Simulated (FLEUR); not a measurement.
# Co (c factor at fixed volume 1.15 on the database's cell): from one collinear state to anisotropy, part 2 of 2

One state of Co (c factor at fixed volume 1.15 on the database's cell) is converged without symmetry. Force theorems then give its anisotropy.

FLEUR MaX-R8.1; PBE; all-electron FLAPW, Dirac cores, scalar-relativistic bands.

So far. Step 2 (Self-consistent state): After 21 cycles the largest moment stands at 1.72 μB.

## 4. Anisotropy by the force theorem, rung 2

Level of this step: PBE; all-electron FLAPW, Dirac cores, scalar-relativistic bands with spin-orbit coupling, force theorem (FLEUR).

A second rung shows how far the first can be trusted.

The k list mae (kpts.xml, not shown) is a Γ-centred 27×27×12 mesh.

The input, inp.xml:

```
<?xml version="1.0" encoding="UTF-8" standalone="no"?>
<fleurInput fleurInputVersion="0.39">
   <comment>
      Co
   </comment>
   <calculationSetup>
      <cutoffs Kmax="3.81" Gmax="11.4" GmaxXC="11.4" numbands="74"/>
      <scfLoop itmax="1" minDistance="0.00002" maxIterBroyd="15" imix="Anderson" alpha="0.05" precondParam="0.0" spinf="2.0" sdNocoIR="T"/>
      <coreElectrons ctail="F" frcor="F" kcrel="0" coretail_lmax="0"/>
      <xcFunctional name="pbe" relativisticCorrections="F"/>
      <magnetism jspins="2" l_noco="F" l_ss="F">
         <qss>0.0 0.0 0.0</qss>
         <mtNocoParams l_mperp="F" l_mtNocoPot="F" l_relaxSQA="F" mag_mixing_scheme="0" mix_RelaxWeightOffD="1.0" l_constrained="F" mix_constr="1.0"/>
         <sourceFreeMag l_sourceFree="F" l_scaleMag="F" mag_scale="1.0"/>
      </magnetism>
      <soc l_soc="T" theta="0.0" phi="0.0" spav="F"/>
      <expertModes spex="0" secvar="F"/>
      <geometryOptimization l_f="F" forcealpha="1.0" forcemix="BFGS" epsdisp="0.00001" epsforce="0.00001"/>
      <ldaU l_linMix="F" mixParam="0.05" spinf="1.0"/>
   </calculationSetup>
   <cell>
      <bzIntegration valenceElectrons="34.0" mode="hist" fermiSmearingEnergy="0.00183747">
         <kPointListSelection listName="mae"/>
         <xi:include xmlns:xi="http://www.w3.org/2001/XInclude" href="kpts.xml"> </xi:include>
      </bzIntegration>
      <xi:include xmlns:xi="http://www.w3.org/2001/XInclude" href="sym.xml"> </xi:include>
      <bulkLattice scale="1.0">
         <bravaisMatrix>
            <row-1>    4.4184868675811284     0.0000000013039110     0.0000000000000000</row-1>
            <row-2>   -2.2092434349149510     3.8265218729601695     0.0000000000000000</row-2>
            <row-3>    0.0000000000000000     0.0000000000000000     8.8446458076859713</row-3>
         </bravaisMatrix>
      </bulkLattice>
   </cell>
   <atomSpecies>
      <species name="Cobalt (Co2.000" element="Co" atomicNumber="27">
         <mtSphere radius="2.15" gridPoints="711" logIncrement="0.017"/>
         <atomicCutoffs lmax="8" lnonsphr="6"/>
         <electronConfig flipSpins="F">
            <coreConfig>(1s1/2) (2s1/2) (2p1/2) (2p3/2)</coreConfig>
            <valenceConfig>(3s1/2) (3p1/2) (3p3/2) (4s1/2) (3d3/2) (3d5/2)</valenceConfig>
            <stateOccupation state="(3d3/2)" spinUp="1.5" spinDown="1.3"/>
            <stateOccupation state="(3d5/2)" spinUp="3.0" spinDown="1.2"/>
         </electronConfig>
         <energyParameters s="4" p="4" d="3" f="4"/>
         <lo type="SCLO" l="0" n="3" eDeriv="0"/>
         <lo type="SCLO" l="1" n="3" eDeriv="0"/>
      </species>
   </atomSpecies>
   <atomGroups>
      <atomGroup species="Cobalt (Co2.000">
         <relPos label="                   1">1.000/3.000 -1.000/3.000 1.000/4.000</relPos>
         <force calculate="T" relaxXYZ="TTT"/>
         <nocoParams  alpha="0.0" beta="0.0"/>
      </atomGroup>
      <atomGroup species="Cobalt (Co2.000">
         <relPos label="                   2">-1.000/3.000 1.000/3.000 -1.000/4.000</relPos>
         <force calculate="T" relaxXYZ="TTT"/>
         <nocoParams  alpha="0.0" beta="0.0"/>
      </atomGroup>
   </atomGroups>
   <output dos="F" band="F" slice="F">
      <bandDOS minEnergy="-.5*Htr" maxEnergy="0.5*Htr" sigma="0.015" storeEVData="T"/>
      <plotting iplot="0" polar="F">
         <plot TwoD="T" vec1="  1.0  0.0  0.0" vec2="  0.0  1.0  0.0" vec3="  0.0  0.0  1.0" zero="  0.0  0.0  0.0" file="plot"/>
      </plotting>
      <moessbauerParams electricFieldGradient="F" isomerShift="F" coreHyperfine="F" valenceHyperfine="F"/>
   </output>
   <forceTheorem>
      <MAE theta="0.0 1.5707963 1.5707963 0.7853982" phi="0.0 0.0 0.5235988 0.0"/>
   </forceTheorem>
</fleurInput>
```

On the command line:

```console
OMP_NUM_THREADS=1 mpirun -n 4 fleur_MPI -warn_only > fleur.log
```

Log:

```text
[banner, memory and clock lines left out]
Welcome to FLEUR        (www.flapw.de)
      MaX-Release 8.1          (www.max-centre.eu)
************FLEUR-Warning*****************
Error message: k-point set is not compatible to missing time-reversal symmetry in calculation.
Error occurred in subroutine: gen_bz
Error from PE:0/4
Other PEs with error messages:
     3-k-point set is not compatible to missing time-reversal symmetry in calculation.
*****************************************

 ========== k-point set info ==========
 Selected k-point list: mae
 k-point list type: mesh
 0 x 0 x 0
 Number of k points: 4376

 [... set-up left out ...]
 ********************************************************************
 Run finished successfully
 Stop message:
   Forcetheorem MAE
 ********************************************************************

--- out.xml (force theorem) ---
<Forcetheorem_MAE Angles="4" units="Htr">
            <Angle theta="0.0000000" phi="0.0000000" ev-sum="-28.829894634"/>
            <Angle theta="1.5707963" phi="0.0000000" ev-sum="-28.829902188"/>
            <Angle theta="1.5707963" phi="0.5235988" ev-sum="-28.829902194"/>
            <Angle theta="0.7853982" phi="0.0000000" ev-sum="-28.829898394"/>
         </Forcetheorem_MAE>
```

The job ended after 3.7 min (4 MPI ranks of Intel Xeon 6975P-C (Granite Rapids), shared host; peak memory 3.7 GiB; 15 min of CPU time).

Anisotropy energies, by row:

```tsv
axis	x	y	z	band energy less the first axis' (meV a cell)
[001]	0	0	1	0
[100]	1	0	0	-0.2056
[210]	0.866	0.5	0	-0.2057
45 degrees from [001] toward [100]	0.7071	0	0.7071	-0.1023
```

## 5. Spin–orbit coupling, moments along [001]

Spin–orbit coupling ties the spins to the lattice and lets orbital moments form.

A new self-consistent run of the start ferro ++, with the moments along z. The k list default-1 (kpts.xml, not shown) is a Γ-centred 27×27×12 mesh.

The input, inp.xml:

```
<?xml version="1.0" encoding="UTF-8" standalone="no"?>
<fleurInput fleurInputVersion="0.39">
   <comment>
      Co
   </comment>
   <calculationSetup>
      <cutoffs Kmax="3.81" Gmax="11.4" GmaxXC="11.4" numbands="74"/>
      <scfLoop itmax="110" minDistance="0.00002" maxIterBroyd="15" imix="Anderson" alpha="0.05" precondParam="0.0" spinf="2.0" sdNocoIR="T"/>
      <coreElectrons ctail="T" frcor="F" kcrel="0" coretail_lmax="0"/>
      <xcFunctional name="pbe" relativisticCorrections="F"/>
      <magnetism jspins="2"/>
      <soc l_soc="T" theta="0.0" phi="0.0" spav="F"/>
      <expertModes spex="0" secvar="F"/>
      <geometryOptimization l_f="F" forcealpha="1.0" forcemix="BFGS" epsdisp="0.00001" epsforce="0.00001"/>
      <ldaU l_linMix="F" mixParam="0.05" spinf="1.0"/>
   </calculationSetup>
   <cell>
      <bzIntegration valenceElectrons="34.0" mode="hist" fermiSmearingEnergy="0.00183747">
         <kPointListSelection listName="default-1"/>
         <xi:include xmlns:xi="http://www.w3.org/2001/XInclude" href="kpts.xml"> </xi:include>
      </bzIntegration>
      <xi:include xmlns:xi="http://www.w3.org/2001/XInclude" href="sym.xml"> </xi:include>
      <bulkLattice scale="1.0">
         <bravaisMatrix>
            <row-1>    4.4184868675811284     0.0000000013039110     0.0000000000000000</row-1>
            <row-2>   -2.2092434349149510     3.8265218729601695     0.0000000000000000</row-2>
            <row-3>    0.0000000000000000     0.0000000000000000     8.8446458076859713</row-3>
         </bravaisMatrix>
      </bulkLattice>
   </cell>
   <atomSpecies>
      <species name="Cobalt (Co2.000" element="Co" atomicNumber="27">
         <mtSphere radius="2.15" gridPoints="711" logIncrement="0.017"/>
         <atomicCutoffs lmax="8" lnonsphr="6"/>
         <electronConfig flipSpins="F">
            <coreConfig>(1s1/2) (2s1/2) (2p1/2) (2p3/2)</coreConfig>
            <valenceConfig>(3s1/2) (3p1/2) (3p3/2) (4s1/2) (3d3/2) (3d5/2)</valenceConfig>
            <stateOccupation state="(3d3/2)" spinUp="1.5" spinDown="1.3"/>
            <stateOccupation state="(3d5/2)" spinUp="3.0" spinDown="1.2"/>
         </electronConfig>
         <energyParameters s="4" p="4" d="3" f="4"/>
         <lo type="SCLO" l="0" n="3" eDeriv="0"/>
         <lo type="SCLO" l="1" n="3" eDeriv="0"/>
      </species>
   </atomSpecies>
   <atomGroups>
      <atomGroup species="Cobalt (Co2.000">
         <relPos label="                   1">1.000/3.000 -1.000/3.000 1.000/4.000</relPos>
         <relPos label="                   2">-1.000/3.000 1.000/3.000 -1.000/4.000</relPos>
         <force calculate="T" relaxXYZ="TTT"/>
      </atomGroup>
   </atomGroups>
   <output dos="F" band="F" slice="F">
      <bandDOS minEnergy="-.5*Htr" maxEnergy="0.5*Htr" sigma="0.015" storeEVData="T"/>
      <plotting iplot="0" polar="F">
         <plot TwoD="T" vec1="  1.0  0.0  0.0" vec2="  0.0  1.0  0.0" vec3="  0.0  0.0  1.0" zero="  0.0  0.0  0.0" file="plot"/>
      </plotting>
      <moessbauerParams electricFieldGradient="F" isomerShift="F" coreHyperfine="F" valenceHyperfine="F"/>
   </output>
</fleurInput>
```

The input, crystal.txt:

```
Co
&input film=F cartesian=F /
2.33816255703  0.00000000069  0.00000000000
-1.16908127911  2.02490817222  0.00000000000
0.00000000000  0.00000000000  4.68038500000
1.8897261246
1.0 1.0 1.0

2
27 0.33333333333  0.66666666667  0.25000000000 : 2.000
27 0.66666666667  0.33333333333  0.75000000000 : 2.000

&soc 0.0000000 0.0000000 /
&kpt div1=27 div2=27 div3=12 gamma=T /
```

On the command line:

```console
OMP_NUM_THREADS=1 inpgen -f crystal.txt > inpgen.log  # inp.xml is then edited as shown
OMP_NUM_THREADS=1 mpirun -n 4 fleur_MPI > fleur.log
```

Log:

```text
[banner, memory and clock lines left out]
Welcome to FLEUR        (www.flapw.de)
      MaX-Release 8.1          (www.max-centre.eu)

 ========== k-point set info ==========
 Selected k-point list: default-1
 k-point list type: mesh
 0 x 0 x 0
 Number of k points: 864

 [... set-up left out ...]
 Iteration:     1   Distance:       9.31380072 me/bohr^3
 Iteration:     2   Distance:       8.22400519 me/bohr^3
 Iteration:     3   Distance:       4.83130612 me/bohr^3
 Iteration:     4   Distance:       1.94904709 me/bohr^3
 Iteration:     5   Distance:       1.68512147 me/bohr^3
 Iteration:     6   Distance:       0.55010082 me/bohr^3
 Iteration:     7   Distance:       0.54650031 me/bohr^3
 Iteration:     8   Distance:       0.15865252 me/bohr^3
 Iteration:     9   Distance:       0.07444601 me/bohr^3
 Iteration:    10   Distance:       0.04646642 me/bohr^3
 Iteration:    11   Distance:       0.01608334 me/bohr^3
 Iteration:    12   Distance:       0.01168941 me/bohr^3
 Iteration:    13   Distance:       0.00130414 me/bohr^3
 Iteration:    14   Distance:       0.00136561 me/bohr^3
 Iteration:    15   Distance:       0.00023196 me/bohr^3
 Iteration:    16   Distance:       0.00022416 me/bohr^3
 Iteration:    17   Distance:       0.00007593 me/bohr^3
 Iteration:    18   Distance:       0.00002466 me/bohr^3
 Iteration:    19   Distance:       0.00000493 me/bohr^3

 ********************************************************************
 Run finished successfully
 Stop message:
   all done
 ********************************************************************

--- out.xml (last complete iteration) ---
<iteration numberForCurrentRun="   19" overallNumber="   19">
         [... left out ...]
         <bandgap value="0.0000000000" units="eV"/>
         <sumValenceSingleParticleEnergies value="-28.8373691904" units="Htr"/>
         <FermiEnergy value="0.3733741068" units="Htr"/>
         [... left out ...]
         <magneticMomentsInMTSpheres units="muBohr">
            <globalMagMoment atomType="1" vec="0.00000   0.00000   1.72653"/>
         </magneticMomentsInMTSpheres>
         <orbitalMomentsInMTSpheres units="muBohr">
            <globalMagMoment atomType="1" vec="0.00000   0.00000   0.05857"/>
         </orbitalMomentsInMTSpheres>
         [... left out ...]
         <totalEnergy value="    -2786.9295442019" units="Htr">
            <sumOfEigenvalues value="    -1603.6427704860">
               <coreElectrons value="-1574.8054012956"/>
               <valenceElectrons value="-28.8373691904"/>
            </sumOfEigenvalues>
         [... left out ...]
            <freeEnergy value="-2786.9303581556"/>
            <extrapolationTo0K value="-2786.9299511787"/>
         </totalEnergy>
         <densityConvergence units="me/bohr^3">
            <chargeDensity spin="1" distance="0.0000032507"/>
            <chargeDensity spin="2" distance="0.0000035069"/>
            <overallChargeDensity distance="0.0000046304"/>
            <spinDensity distance="0.0000049285"/>
         </densityConvergence>
      </iteration>
```

It took 3.9 min on 4 MPI ranks; peak memory 0.9 GiB; 15 min of CPU time.

This step gave:

```
free energy                                                       : -75836.2384 eV
program's band gap on this mesh (in a metal only a level spacing) : 0 eV
magnetization                                                     : 3.335 μB
final state                                                       : ferromagnetic
largest moment                                                    : 1.727 μB
orbital moment along the spin                                     : 0.05857 μB
```

Orbital moment in the sphere, along the spin axis by atom:

```tsv
atom	orbital moment in the sphere, along the spin axis (μB)
Co1	0.0586
Co2	0.0586
```

## 6. Summary of results

```json
{
 "reference state": "ferromagnetic",
 "largest sphere moment": "1.72 μB",
 "easy direction of those tried": "the plane normal to [001]",
 "energy along [100] less [001], force theorem": "-0.206 meV a primitive cell",
 "orbital moment on the atom of largest spin, along its spin (spin–orbit run)": "0.0586 μB"
}
```

In words: By the force theorem the moments prefer the plane normal to [001], with no direction in it resolved; shape anisotropy is not in it. The difference for the second direction goes from -0.12 meV (mesh 19×19×8, 74 states, 5.3 min of CPU time) to -0.21 meV (mesh 27×27×12, 74 states, 15 min), so it is not converged. The orbital moment is parallel to the spin, as Hund's third rule has it for a shell over half filled. The state was typed, and no other order was converged beside it, so it need not be the ground state.

[Logs and program files are shortened in this print: banners, set-up blocks, solver, clock and traceback lines can be left out without a mark of their own.]

[Logs are printed without paths, hosts, clocks, repeated set-up lines and the standing remarks that a program may print on its own settings, such as how far it seeks lower states.]

[Hosts, paths, dates, database ids (printed as entryN), source tags and the programs' standing remarks are cut or masked in the printed files.]

[Where a cell is said to come from a database of computed structures, the database is the Materials Project.]
